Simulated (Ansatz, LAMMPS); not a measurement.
# Electronic structure of liquid 70B2O3-30CaO (mol %) at 1700 K (299 atoms), part 2 of 2

Wanted: forces, charges and levels of liquid 70B2O3-30CaO (mol %) at 1700 K (299 atoms).

Ansatz 0.2.0; Kohn-Sham DFT, r2SCAN, PAW (set soft_2), plane waves.

The cell: 102 B, 22 Ca and 175 O. The network of bonds at the start is that of the classical potential that made the cell. Only the Γ point is sampled, in a cell whose shortest periodic width is 15 Å.

So far. Step 3 (Plane-wave single point): Mean Löwdin charges: B +0.65, Ca +1.83, O -0.52 e (they miss 0.96 % of the electrons, so they add up to more than the cell's charge). The largest share in the top eV of filled states is O p (97 % of the projected weight), and in the lowest eV of empty states B p (50 % of the projected weight).

### 4. Local order

These statistics describe the geometry on which the runs were made.

Density 2.35 g/cm³, 11.29 Å³ an atom.

Pair distribution functions g(r), in bins of 0.2 Å:

| r (Å) | total | O-O | O-B | O-Ca | B-B | B-Ca | Ca-Ca |
| --- | --- | --- | --- | --- | --- | --- | --- |
| 1.20 | 0.04 | 0.00 | 0.09 | 0.00 | 0.00 | 0.00 | 0.00 |
| 1.40 | 4.01 | 0.00 | 10.03 | 0.00 | 0.00 | 0.00 | 0.00 |
| 1.60 | 0.72 | 0.00 | 1.81 | 0.00 | 0.00 | 0.00 | 0.00 |
| 1.80 | 0.06 | 0.00 | 0.16 | 0.00 | 0.00 | 0.00 | 0.00 |
| 2.00 | 0.03 | 0.00 | 0.08 | 0.00 | 0.00 | 0.00 | 0.00 |
| 2.20 | 0.27 | 0.55 | 0.06 | 0.62 | 0.00 | 0.00 | 0.00 |
| 2.40 | 1.60 | 3.65 | 0.14 | 2.96 | 0.21 | 0.31 | 0.00 |
| 2.60 | 1.08 | 1.75 | 0.13 | 2.34 | 1.65 | 0.70 | 0.00 |
| 2.80 | 0.95 | 0.62 | 0.30 | 1.70 | 3.09 | 2.11 | 0.00 |
| 3.00 | 0.70 | 0.59 | 0.44 | 1.13 | 0.70 | 2.88 | 0.00 |
| 3.20 | 0.87 | 0.69 | 0.99 | 0.71 | 0.60 | 2.15 | 0.55 |
| 3.40 | 0.99 | 0.71 | 1.31 | 0.93 | 0.56 | 1.61 | 0.00 |
| 3.60 | 1.27 | 0.85 | 1.89 | 0.76 | 0.69 | 1.49 | 0.86 |
| 3.80 | 1.16 | 0.75 | 1.73 | 0.75 | 0.71 | 1.21 | 0.40 |
| 4.00 | 0.98 | 0.81 | 1.15 | 1.07 | 0.99 | 0.64 | 1.05 |
| 4.20 | 0.99 | 1.06 | 0.86 | 1.39 | 1.13 | 0.45 | 1.28 |
| 4.40 | 1.06 | 1.25 | 0.81 | 1.48 | 1.28 | 0.59 | 1.75 |
| 4.60 | 1.04 | 1.43 | 0.74 | 0.84 | 1.32 | 0.57 | 1.59 |
| 4.80 | 1.02 | 1.33 | 0.78 | 0.79 | 1.27 | 0.68 | 0.24 |
| 5.00 | 1.00 | 1.05 | 0.92 | 0.92 | 1.24 | 0.79 | 0.89 |
| 5.20 | 0.96 | 0.88 | 1.06 | 0.71 | 1.00 | 1.11 | 1.03 |
| 5.40 | 0.97 | 0.91 | 1.08 | 0.75 | 0.91 | 1.01 | 1.87 |
| 5.60 | 0.91 | 0.79 | 1.04 | 0.92 | 0.67 | 1.11 | 1.43 |
| 5.80 | 1.02 | 0.88 | 1.17 | 0.89 | 0.88 | 1.39 | 0.99 |
| 6.00 | 1.01 | 0.86 | 1.17 | 1.06 | 0.86 | 1.07 | 0.62 |
| 6.20 | 0.96 | 0.96 | 0.96 | 1.17 | 0.85 | 0.84 | 1.44 |
| 6.40 | 1.01 | 1.08 | 0.91 | 1.29 | 0.94 | 1.01 | 1.23 |
| 6.60 | 1.06 | 1.14 | 0.89 | 1.15 | 1.27 | 1.13 | 0.75 |

Bonds by pair of elements; cutoffs follow the first minimum of g(r), held within bounds set by covalent radii, and pairs that aren't listed don't count as bonded:

| pair A-B | cutoff (Å) | bonds | mean length (Å) | spread (Å) | shortest (Å) | B about A | A about B |
| --- | --- | --- | --- | --- | --- | --- | --- |
| O-B | 1.83 | 329 | 1.44 | 0.078 | 1.30 | 1.88 | 3.23 |
| O-Ca | 3.22 | 184 | 2.67 | 0.268 | 2.16 | 1.05 | 8.36 |

How many atoms have how many bonded neighbours:

| element | mean | 2 | 3 | 4 | 5 | 6 | 7 | 8 | 9 | 10 | 11 | 12 |
| --- | --- | --- | --- | --- | --- | --- | --- | --- | --- | --- | --- | --- |
| B | 3.23 | 0 | 79 | 23 | 0 | 0 | 0 | 0 | 0 | 0 | 0 | 0 |
| Ca | 8.36 | 0 | 0 | 0 | 0 | 1 | 7 | 5 | 4 | 3 | 1 | 1 |
| O | 2.93 | 50 | 90 | 32 | 3 | 0 | 0 | 0 | 0 | 0 | 0 | 0 |

Bond angles (no mean is given where the spread exceeds 20°):

| angle | count | mean (°) | spread (°) |
| --- | --- | --- | --- |
| O-B-O | 375 | 115 | 8.3 |
| B-O-Ca | 332 | 96 | 17.7 |
| B-O-B | 154 | 148 | 14.2 |
| Ca-O-Ca | 56 | - | - |

Oxygen atoms by the number of network formers (Si, P, Ge, B, Al, As, Ga) bound to them:

| network formers bound to O | O atoms | per cent |
| --- | --- | --- |
| 0 | 0 | 0 |
| 1 | 21 | 12 |
| 2 | 154 | 88 |

Network units: each former by its oxygen neighbours and how many of them bridge to another former:

| former | O neighbours | bridging O | atoms |
| --- | --- | --- | --- |
| B | 3 | 1 | 2 |
| B | 3 | 2 | 12 |
| B | 3 | 3 | 65 |
| B | 4 | 2 | 1 |
| B | 4 | 3 | 3 |
| B | 4 | 4 | 19 |

Bond length by coordination (bonds to H left out):

| element | coordination | atoms | mean bond length (Å) |
| --- | --- | --- | --- |
| B | 3 | 79 | 1.41 |
| B | 4 | 23 | 1.51 |
| Ca | 6 | 1 | 2.64 |
| Ca | 7 | 7 | 2.62 |
| Ca | 8 | 5 | 2.66 |
| Ca | 9 | 4 | 2.67 |
| Ca | 10 | 3 | 2.71 |
| Ca | 11 | 1 | 2.83 |
| Ca | 12 | 1 | 2.73 |
| O | 2 | 50 | 1.51 |
| O | 3 | 90 | 1.88 |
| O | 4 | 32 | 2.13 |
| O | 5 | 3 | 2.3 |

Rings of the network by King's shortest-path rule, up to 12 atoms, one path for each pair of neighbours; H, halogens, alkali and alkaline-earth atoms are left out, and the last column divides by all other atoms, bonded or not:

| ring size (atoms) | rings | per network atom |
| --- | --- | --- |
| 8 | 1 | 0.004 |
| 10 | 6 | 0.022 |
| 12 | 12 | 0.043 |

For some of the pairs, g(r) has its first main peak near 2.4 Å (O-O), 1.4 Å (O-B), 2.5 Å (O-Ca), 2.8 Å (B-B) and 2.9 Å (B-Ca). By these cutoffs 77 % of B atoms have 3, 32 % of Ca atoms have 7 and 51 % of O atoms have 3 bonded neighbours. The O-B-O angle averages 115° with a spread of 8°. 88 % of the oxygens bridge two formers (B) and 12 % are non-bridging. The commonest B unit has 3 oxygens, 3 of them shared with other formers (65 of 102 atoms). Rings of 12 atoms are the most common (63 % of those counted); sizes run from 8 to 12, where the search stops.

A closer look about O227, which has 4 bonded neighbours where the commonest count for O is 3: 11 atoms, nearest first, numbered in the order of the input, with positions taken from that point.

| atom | x | y | z | distance (Å) | bonds | Löwdin charge (e) | Fx | Fy | Fz (eV/Å) |
| --- | --- | --- | --- | --- | --- | --- | --- | --- | --- |
| O227 | 0.00 | 0.00 | 0.00 | 0.00 | 4 | -0.61 | -0.13 | -1.01 | -0.01 |
| B13 | -0.50 | -0.53 | 1.28 | 1.47 | 4 | 0.60 | 0.54 | 1.08 | -0.49 |
| B55 | 0.47 | -1.06 | -1.05 | 1.57 | 4 | 0.48 | 1.01 | -2.30 | 1.17 |
| O147 | -0.25 | 0.73 | 2.20 | 2.33 | 3 | -0.55 | -0.13 | -0.79 | -0.49 |
| O153 | -0.31 | -2.30 | -0.63 | 2.41 | 3 | -0.88 | -0.09 | 0.06 | -2.38 |
| O149 | 1.86 | -1.33 | -0.81 | 2.43 | 4 | -0.83 | 1.92 | 0.90 | -1.23 |
| Ca110 | -1.90 | -0.83 | -1.29 | 2.44 | 9 | 1.81 | -0.30 | 0.88 | -0.46 |
| O143 | 0.31 | -1.61 | 1.82 | 2.45 | 4 | -0.49 | 0.19 | 1.27 | 0.55 |
| O244 | -1.88 | -1.15 | 1.21 | 2.52 | 3 | -0.49 | -0.88 | 0.80 | -0.59 |
| O220 | 0.08 | -0.62 | -2.49 | 2.56 | 3 | -0.64 | 0.38 | 0.81 | 1.89 |
| O273 | -1.35 | 1.89 | -1.09 | 2.56 | 4 | -0.51 | -0.90 | 0.40 | -1.20 |

The column of bonds counts only the pairs O-B within 1.83 Å, O-Ca within 3.22 Å; other neighbours, such as metal atoms beside each other in a compound, aren't counted, and periodic images can show an atom twice.

### 5. Outcome

- free energy per atom: -521.0646 eV/atom
- pressure: -12.14 GPa
- r.m.s. force component: 1.584 eV/Å
- gap (highest filled to lowest empty level): 2.678 eV
- wall time of the 1 DFT run: 5.7 min

In words: The highest filled and lowest empty levels differ by 2.68 eV (at Γ alone); a semilocal functional tends to put such gaps too low. In a disordered cell it changes from sample to sample and from frame to frame. Counting bonds as in the table, 77 % of B atoms have 3, 32 % of Ca atoms have 7 and 51 % of O atoms have 3 bonded neighbours. 88 % of the oxygens bridge two formers (B) and 12 % are non-bridging.

**Limits.** The force components of 1.6 eV/Å r.m.s. hold both thermal displacement and the mismatch between the potential that made the cell and DFT. The classical run held zero pressure, yet DFT finds -12 GPa in this frame, which points to a density or bond lengths far off those of this functional.

[Hosts, paths, dates, database ids (printed as entryN), source tags and the programs' standing remarks are cut or masked in the printed files.]
